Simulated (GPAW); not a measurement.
**GaBi (honeycomb monolayer): G0W0 with GPAW, start to end**

The cell holds 2 atoms: 1 Ga and 1 Bi. Cell: a = 4.394 Å, b = 4.394 Å, c = 11.400 Å, α = 90.0°, β = 90.0°, γ = 120.0°. Vacuum lies along c.

```yaml
method: DFT, LDA, plane waves, PAW (and 1 further level or step)
program: GPAW 26.7.0
settings: cutoff 450 eV, GPAW PAW setups 1.2.1 data release, 6×6×1 k-mesh, nbands 319
cost: 3 runs, 3.6 min in all on 4 MPI ranks of Arm Neoverse V1, shared host
notes: The structure was relaxed with LDA. Limits: no spin-orbit coupling.
lda_gap: 0.20 eV, direct
g0w0_gap_on_the_mesh: 0.76 eV
gw_settings: 6×6×1 mesh, 143 bands, screening to 48 eV, full frequency, Hilbert transform
known_limits: short of the basis limit; model gap, bands may invert with spin-orbit coupling; no spin-orbit coupling
```

G0W0 moves the gap on the mesh from 0.20 eV to 0.76 eV (+0.56 eV), with Z of 0.67 and 0.66 at the edges. The dearest step here is «empty states on the mesh».

[Long decimals in the printed logs are rounded to 6 places.]

[Logs are printed without paths, hosts, clocks, repeated set-up lines and the standing remarks that a program may print on its own settings, such as how far it seeks lower states.]

[Paths, hosts, dates, memory and timing lines, banners, echoed tables and standing remarks are left out of the program output; an Ansatz launch command may be rebuilt from the run's recorded settings. Measured values are a selection of at most five: reports struck by readers or far from the other reports are left out. None is set beside runs whose start may be inverted or whose files or cutoffs have a known fault.]

[Runs of the session that timed out or met a known fault of the program may be left out.]

[Hosts, paths, dates, database ids (printed as entryN), source tags and the programs' standing remarks are cut or masked in the printed files.]

[Where the starting crystal was built by hand or by swapping elements, it need not be the compound's stable phase.]
